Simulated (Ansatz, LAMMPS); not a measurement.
# Static equation of state of glassy 56SiO2-19BaO-25CaO (mol %) (82 atoms)

Density of this cell: 3.32 g/cm³. The cell holds 82 atoms: 18 Si, 6 Ba, 8 Ca and 50 O. Its edges and angles: a = 10.616 Å, b = 10.840 Å, c = 10.650 Å, α = 87.0°, β = 90.3°, γ = 90.0°. The starting structure: 82 atoms (18 Si, 6 Ba, 8 Ca, 50 O) placed at random at 3.25 g/cm³, melted at 4000 K for 10 ps at fixed volume with the Morse and Coulomb pair potential with partial charges (Pedone, Malavasi, Menziani, Cormack and Segre, J. Phys. Chem. B 110, 11780 (2006)). Quenched from 4000 K to 300 K at 10 K/ps and fixed volume, held 10 ps at zero pressure.

Calculated with Ansatz 0.2.0: Kohn-Sham DFT, PBE, PAW (set soft_2), plane waves; cutoff 420 eV, Γ point, fermi-dirac smearing of 0.05 eV. Cell and atoms were relaxed first, to V0 = 14.924 Å³ an atom at a residual P0 = 0.011 GPa. The cell was then scaled evenly, and the atoms were relaxed at each volume.

| volume (Å³/atom) | pressure (GPa) |
| --- | --- |
| 13.431 | ? |
| 14.028 | 3.424 |
| 14.476 | 1.605 |
| 15.371 | -1.299 |
| 15.819 | -2.280 |

Task: Fit the third-order Birch–Murnaghan equation to the rows given and extrapolate to the withheld row.

**Working.**

Take the Eulerian strain f = ½[(V0/V)^(2/3) − 1] and the normalised pressure F = (P − P0) / [3f(1 + 2f)^(5/2)]. The third-order Birch–Murnaghan equation is then the line F = B0 + (3/2)B0(B′ − 4) f, so u = f and v = F.

```
      u = f  v = F (GPa)
  0.0210563      48.7338
  0.0102566      49.2467
-0.00975657      47.0131
 -0.0190505      44.1711
```

With n = 4: mean u = 6.2645e-4, mean v = 47.2912, Σ(u − ū)² = 0.0010051, Σ(u − ū)(v − v̄) = 0.11258. Slope b = 0.11258 / 0.0010051 = 112.01; intercept a = v̄ − b ū = 47.221.

So B0 = a = 47.2 GPa and B′ = 4 + 2b/(3a) = 5.58. At the withheld volume f = 0.03638, F = a + b f = 51.30 GPa, and P = P0 + 3f(1 + 2f)^(5/2) F.

Prediction at 13.431: 6.685 GPa. The run gave 6.266 GPa, so the fit is high by 0.42 GPa (6.7 % of the value).

The series isn't one smooth equation of state: even a line fitted to all rows, the withheld one included, misses F by up to 3.4 % and the count of bonds changes along the series. B0 and B′ are then only the numbers of this fit, not moduli of the material. Among the rows given, the largest miss of the fit is at 14.028, by 0.059 GPa (0.69 % of the range of the table).

Limits: Static cells at zero temperature; the cell shape is held. The program notes that the SCF threshold of these relaxations is loose for the stress. The quench rate of 10 K/ps is many orders above laboratory rates, so the cell is likely richer in defects and strain than a real sample. The network of bonds at the start is that of the classical potential that made the cell, and needn't be the one that DFT or experiment would give. Only the Γ point is sampled, in a cell whose shortest periodic width is 11 Å.

[Logs are printed without paths, hosts, clocks, repeated set-up lines and the standing remarks that a program may print on its own settings, such as how far it seeks lower states.]

[Hosts, paths, dates, database ids (printed as entryN), source tags and the programs' standing remarks are cut or masked in the printed files.]
